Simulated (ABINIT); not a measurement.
**A GW chain in ABINIT: BaTiO3 (R3m)**

Wanted: ground state, empty states, screening and self-energy for BaTiO3 (R3m).

Calculated with ABINIT 10.8.3; LDA and many-body steps on it, plane waves.

This is a report of a sequence of runs, with most program output left out.

## 1. The structure

It takes space group R3m (No. 160, trigonal). Conventional cell: a = 5.655 Å, b = 5.655 Å, c = 6.955 Å, α = 90.00°, β = 90.00°, γ = 120.00°. Ba has 12 O at 2.79 to 2.89 Å nearest. Nearest to Ti lie 6 O at 1.87 to 2.14 Å. Nearest to O lie 2 Ti at 1.87 to 2.14 Å and 4 Ba at 2.79 to 2.89 Å. Farther neighbours and most contacts between anions are not listed.

The cell and positions come from the Crystallography Open Database and are kept as given unless a step says otherwise. Spin-orbit coupling is left out unless a step names it.

## 2. Ground state

This step: ABINIT 10.8.3; DFT, LDA, plane waves, norm-conserving pseudopotentials.

The ground-state density comes first.

The input, run.abi:

```
acell 3*1.0 Angstrom
rprim 
  2.827366608379 1.632380872429 2.318393493212
  -2.827366608379 1.632380872429 2.318393493212
  -0.000000000000 -3.264761744908 2.318393493176
ntypat 3
znucl 56 22 8
natom 5
typat 1 2 3 3 3
xred 
  0.000000000000 0.000000000000 0.000000000000
  0.484500000000 0.484500000000 0.484500000000
  0.508600000000 0.508600000000 0.017500000000
  0.017500000000 0.508600000000 0.508600000000
  0.508600000000 0.017500000000 0.508600000000
pp_dirpath "pseudos"
pseudos "Ba.upf, Ti.upf, O.upf"
ecut 38
ngkpt 6 6 6
nshiftk 1
shiftk 0 0 0
kptopt 1
chksymbreak 0
nband 26
occopt 1
tolvrs 1e-10
nstep 60
prtwf 0
optforces 0
optstress 0
indata_prefix "in"
outdata_prefix "out"
tmpdata_prefix "tmp"
```

Command:

```console
$ OMP_NUM_THREADS=1 mpirun -n 4 abinit run.abi > log
```

It took 51 s on 4 MPI ranks of Arm Neoverse V2, shared host; peak memory 0.37 GiB.

Numbers from this step:

```
total energy               : -3738.7677 eV
gap                        : 2.348 eV
k of the valence top       : 0.5, 0.5, 0.5
k of the conduction bottom : 0, 0, 0
least direct gap           : 2.731 eV
```

The gap is indirect, with the least direct gap 0.38 eV higher.

## 3. Bands along the symmetry lines

Levels along a band path, at the cheap level, show where the edges lie and whether the meshes to come will hold them.

The input, run.abi:

```
acell 3*1.0 Angstrom
rprim 
  2.827366608379 1.632380872429 2.318393493212
  -2.827366608379 1.632380872429 2.318393493212
  -0.000000000000 -3.264761744908 2.318393493176
ntypat 3
znucl 56 22 8
natom 5
typat 1 2 3 3 3
xred 
  0.000000000000 0.000000000000 0.000000000000
  0.484500000000 0.484500000000 0.484500000000
  0.508600000000 0.508600000000 0.017500000000
  0.017500000000 0.508600000000 0.508600000000
  0.508600000000 0.017500000000 0.508600000000
pp_dirpath "pseudos"
pseudos "Ba.upf, Ti.upf, O.upf"
ecut 38
iscf -2
irdden 1
kptopt 0
nkpt 59
kpt 
  0.00000000 0.00000000 0.00000000
  0.06250000 0.06250000 0.06250000
  0.12500000 0.12500000 0.12500000
  0.18750000 0.18750000 0.18750000
  0.25000000 0.25000000 0.25000000
  0.31250000 0.31250000 0.31250000
  0.37500000 0.37500000 0.37500000
  0.43750000 0.43750000 0.43750000
  0.50000000 0.50000000 0.50000000
  0.50035360 0.49964640 0.50000000
  0.50070720 0.49929280 0.50000000
  0.50106080 0.49893920 0.50000000
  0.50141440 0.49858560 0.50000000
  0.50176799 0.49823201 0.50000000
  0.50212159 0.49787841 0.50000000
  0.50247519 0.49752481 0.50000000
  0.50282879 0.49717121 0.50000000
  0.50000000 -0.49717121 0.49717121
  0.50000000 -0.43502481 0.43502481
  0.50000000 -0.37287841 0.37287841
  0.50000000 -0.31073201 0.31073201
  0.50000000 -0.24858560 0.24858560
  0.50000000 -0.18643920 0.18643920
  0.50000000 -0.12429280 0.12429280
  0.50000000 -0.06214640 0.06214640
  0.50000000 0.00000000 0.00000000
  0.43750000 0.00000000 0.00000000
  0.37500000 0.00000000 0.00000000
  0.31250000 0.00000000 0.00000000
  0.25000000 0.00000000 0.00000000
  0.18750000 0.00000000 0.00000000
  0.12500000 0.00000000 0.00000000
  0.06250000 0.00000000 0.00000000
  0.00000000 0.00000000 0.00000000
  0.06232320 -0.06232320 0.00000000
  0.12464640 -0.12464640 0.00000000
  0.18696960 -0.18696960 0.00000000
  0.24929281 -0.24929281 0.00000000
  0.31161601 -0.31161601 0.00000000
  0.37393921 -0.37393921 0.00000000
  0.43626241 -0.43626241 0.00000000
  0.49858561 -0.49858561 -0.00000000
  0.50141439 0.00000000 0.49858561
  0.50123759 0.00000000 0.49876241
  0.50106079 0.00000000 0.49893921
  0.50088399 0.00000000 0.49911601
  0.50070719 0.00000000 0.49929281
  0.50053040 0.00000000 0.49946960
  0.50035360 0.00000000 0.49964640
  0.50017680 0.00000000 0.49982320
  0.50000000 0.00000000 0.50000000
  0.43750000 0.00000000 0.43750000
  0.37500000 0.00000000 0.37500000
  0.31250000 0.00000000 0.31250000
  0.25000000 0.00000000 0.25000000
  0.18750000 0.00000000 0.18750000
  0.12500000 0.00000000 0.12500000
  0.06250000 0.00000000 0.06250000
  0.00000000 0.00000000 0.00000000
istwfk *1
nband 31
nbdbuf 6
tolwfr 1e-07
nstep 50
prtwf 0
prtvol 0
indata_prefix "in"
outdata_prefix "out"
tmpdata_prefix "tmp"
```

The job ended after 39 s (4 MPI ranks; peak memory 0.4 GiB).

This step gave:

```yaml
gap: 2.348 eV
k_of_the_valence_top: 0.5, 0.5, 0.5
k_of_the_conduction_bottom: 0, 0, 0
least_direct_gap: 2.716 eV
```

The gap is 2.348 eV, as in the run before at this level.

The electronic bands at the labelled points (eV, zero at the top of the highest filled band):

| point | band 17 | band 18 | band 19 | band 20 | band 21 | band 22 | band 23 | band 24 |
| --- | --- | --- | --- | --- | --- | --- | --- | --- |
| Γ | -1.09 | -0.53 | -0.38 | -0.38 | 2.35 | 2.35 | 2.50 | 4.59 |
| halfway | -2.35 | -0.75 | -0.75 | -0.57 | 3.53 | 3.53 | 3.53 | 6.31 |
| T | -2.33 | -0.02 | -0.02 | 0.00 | 4.36 | 4.52 | 4.52 | 6.61 |
| halfway | -2.33 | -0.02 | -0.02 | 0.00 | 4.36 | 4.52 | 4.52 | 6.61 |
| H2 | -2.33 | -0.02 | -0.02 | 0.00 | 4.36 | 4.52 | 4.52 | 6.61 |
| jump to H0 | -2.33 | -0.02 | -0.02 | 0.00 | 4.36 | 4.52 | 4.52 | 6.61 |
| halfway | -2.13 | -0.84 | -0.60 | -0.52 | 3.53 | 3.98 | 4.09 | 6.26 |
| L | -1.70 | -1.64 | -0.96 | -0.82 | 2.52 | 3.81 | 3.90 | 4.55 |
| halfway | -1.44 | -1.23 | -0.66 | -0.62 | 2.44 | 3.07 | 3.15 | 4.58 |
| Γ | -1.09 | -0.53 | -0.38 | -0.38 | 2.35 | 2.35 | 2.50 | 4.59 |
| halfway | -1.63 | -1.08 | -0.89 | -0.48 | 2.98 | 3.22 | 3.41 | 5.04 |
| S0 | -1.63 | -0.88 | -0.83 | -0.08 | 3.88 | 3.89 | 4.23 | 5.15 |
| jump to S2 | -1.63 | -0.88 | -0.83 | -0.08 | 3.88 | 3.89 | 4.23 | 5.15 |
| halfway | -1.63 | -0.88 | -0.83 | -0.08 | 3.88 | 3.89 | 4.23 | 5.15 |
| F | -1.63 | -0.88 | -0.83 | -0.08 | 3.88 | 3.89 | 4.23 | 5.15 |
| halfway | -1.66 | -1.00 | -0.92 | -0.50 | 3.07 | 3.20 | 3.41 | 5.05 |
| Γ | -1.09 | -0.53 | -0.38 | -0.38 | 2.35 | 2.35 | 2.50 | 4.59 |

## 4. Empty states on the mesh, 4×4×4 mesh, 503 bands

The sums over transitions need many empty states on a uniform mesh; this step solves for them.

The input, run.abi:

```
acell 3*1.0 Angstrom
rprim 
  2.827366608379 1.632380872429 2.318393493212
  -2.827366608379 1.632380872429 2.318393493212
  -0.000000000000 -3.264761744908 2.318393493176
ntypat 3
znucl 56 22 8
natom 5
typat 1 2 3 3 3
xred 
  0.000000000000 0.000000000000 0.000000000000
  0.484500000000 0.484500000000 0.484500000000
  0.508600000000 0.508600000000 0.017500000000
  0.017500000000 0.508600000000 0.508600000000
  0.508600000000 0.017500000000 0.508600000000
pp_dirpath "pseudos"
pseudos "Ba.upf, Ti.upf, O.upf"
ecut 38
ngkpt 4 4 4
nshiftk 1
shiftk 0 0 0
kptopt 1
chksymbreak 0
irdden 1
istwfk *1
nband 503
prtvol 0
optdriver 6
gwr_task "HDIAGO"
paral_kgb 0
occopt 1
indata_prefix "in"
outdata_prefix "out"
tmpdata_prefix "tmp"
```

Elapsed: 4.8 min, on 4 MPI ranks; peak memory 5.4 GiB; 19 min of CPU time.

This step gave:

```
gap                                                           : 2.348 eV
k of the valence top                                          : 0.5, 0.5, 0.5
k of the conduction bottom                                    : 0, 0, 0
least direct gap                                              : 2.731 eV
k points computed                                             : 13
lowest point of the top converged band, above the valence top : 205.0185 eV
```

On this mesh the gap is 2.348 eV.

## 5. Screening, 4×4×4 mesh, 495 bands, screening to 274.8 eV

The RPA dielectric matrix is built and inverted for each q.

This step: RPA screening on LDA, plane waves, norm-conserving pseudopotentials.

run.abi, as its differences from that of step 4:

```diff
@@ -23,10 +23,11 @@
 chksymbreak 0
-irdden 1
 istwfk *1
-nband 503
-prtvol 0
-optdriver 6
-gwr_task "HDIAGO"
-paral_kgb 0
 occopt 1
+irdwfk 1
+optdriver 3
+nband 495
+ecuteps 10.1
+inclvkb 2
+awtr 1
+symchi 1
 indata_prefix "in"
```

Wall time 24 min (4 MPI ranks); peak memory 4.8 GiB.

Numbers from this step:

```
ε∞ with local fields, on this mesh, along the program's q direction : 5.399
the same without local fields                                       : 6.054
plasma frequency                                                    : 29.31 eV
plane waves in the screening matrix                                 : 691
```

Local fields lower ε∞ by 11 %. On a Γ-centred mesh this coarse the value itself is usually too large, while a short band sum pulls it down.

## 6. Self-energy, 4×4×4 mesh, 495 bands, screening to 274.8 eV

The self-energy is evaluated for the states that the input lists, and the levels follow from it, in one-shot runs by the linearised quasiparticle equation.

This step: G0W0 on LDA, plane waves, norm-conserving pseudopotentials.

run.abi, as its differences from that of step 5:

```diff
@@ -26,8 +26,21 @@
 irdwfk 1
-optdriver 3
+optdriver 4
 nband 495
+gwcalctyp 0
+ecutsigx 38
+symsigma 1
+nkptgw 4
+kptgw 
+  0.5000000000 0.5000000000 0.5000000000
+  0.0000000000 0.0000000000 0.0000000000
+  0.5000000000 0.0000000000 0.0000000000
+  0.5000000000 0.5000000000 0.0000000000
+bdgw 
+  18 23
+  19 22
+  19 22
+  19 22
 ecuteps 10.1
-inclvkb 2
-awtr 1
-symchi 1
+irdscr 1
+ppmodel 1
 indata_prefix "in"
```

Run time: 12 min. Hardware: 4 MPI ranks; peak memory 5.5 GiB.

Numbers from this step:

* G0W0 gap on the mesh: 4.121 eV
* starting gap on the mesh: 2.348 eV
* k of the valence top: 0.5, 0.5, 0.5
* k of the conduction bottom: 0, 0, 0
* Z at the valence top: 0.761
* Z at the conduction bottom: 0.778
* least direct G0W0 gap on the computed points: 4.508 eV

The gap on the mesh goes from 2.35 eV to 4.12 eV, a correction of +1.77 eV.

Limits: finite bands, cutoff and mesh; no spin-orbit coupling; coarse k mesh. v1 is the top filled band, c1 the lowest empty one. The levels before and after the correction (eV, zero at the valence-band top of each column):

|  | conduction bottom | valence top |
| --- | --- | --- |
| Kohn-Sham | 2.35 | 0.00 |
| G0W0 | 4.12 | 0.00 |

|  | level | energy (eV) |
| --- | --- | --- |
| Kohn-Sham | (0.5 0.5 0.5) v3-v2 | -0.015 |
| Kohn-Sham | (0.5 0.5 0.5) v1 | 0.000 |
| Kohn-Sham | (0.5 0.5 0.5) c1 | 4.363 |
| Kohn-Sham | (0.5 0.5 0.5) c2-c3 | 4.515 |
| Kohn-Sham | Γ v2-v1 | -0.383 |
| Kohn-Sham | Γ c1-c2 | 2.348 |
| G0W0 | (0.5 0.5 0.5) v3-v2 | -0.015 |
| G0W0 | (0.5 0.5 0.5) v1 | 0.000 |
| G0W0 | (0.5 0.5 0.5) c1 | 6.230 |
| G0W0 | (0.5 0.5 0.5) c2-c3 | 6.413 |
| G0W0 | Γ v2-v1 | -0.387 |
| G0W0 | Γ c1-c2 | 4.121 |

## 7. Where the time went

Times are wall times on 4 MPI ranks of Arm Neoverse V2, shared host, good to a factor of about two.

| step | time | share | memory (GiB) |
| --- | --- | --- | --- |
| ground state | 51 s | 2 % | 0.37 |
| bands along the symmetry lines | 39 s | 2 % | 0.4 |
| empty states on the mesh | 4.8 min | 11 % | 5.4 |
| screening | 24 min | 57 % | 4.8 |
| self-energy | 12 min | 28 % | 5.5 |

## 8. Outcome

| Quantity | Value |
| --- | --- |
| LDA gap | 2.35 eV, indirect |
| G0W0 gap on the mesh | 4.12 eV |
| GW settings | 4×4×4 mesh, 495 bands, screening to 274.8 eV, Godby-Needs plasmon pole |
| known limits | not at the basis limit; no spin-orbit coupling; coarse k mesh |

In words: G0W0 moves the gap on the mesh from 2.35 eV to 4.12 eV (+1.77 eV), with Z of 0.76 and 0.78 at the edges. Local fields lower the RPA ε∞ on this mesh from 6.05 to 5.40; a Γ-centred mesh this coarse tends to raise both, most where the direct gap is narrow, while a short band sum lowers them. The dearest step here is «screening». Bands and cutoff are finite, so the gap is not at the basis limit. The miss can reach some tenths of an eV and take either sign; the mesh is an error of its own. The 4×4×4 mesh is coarse for this cell, which bears on the long-range parts of exchange and screening. The many-body steps are scalar-relativistic: spin-orbit coupling is not in them.

[Paths, hosts, dates, memory and timing lines, banners, echoed tables and standing remarks are left out of the program output.]

[Logs are printed without paths, hosts, clocks, repeated set-up lines and the standing remarks that a program may print on its own settings, such as how far it seeks lower states.]

[Runs of the session that timed out or met a known fault of the program may be left out.]

[Hosts, paths, dates, database ids (printed as entryN), source tags and the programs' standing remarks are cut or masked in the printed files.]

[G0W0 gaps are taken among the corrected bands and points alone; a level outside them can change the order at an edge.]

[Where Ansatz stands beside ABINIT at settings called matched, ABINIT's density can come from a denser mesh and the files from another edition; pairs whose starting gaps differed by over 0.03 eV were left out, so agreement reads better than it is.]
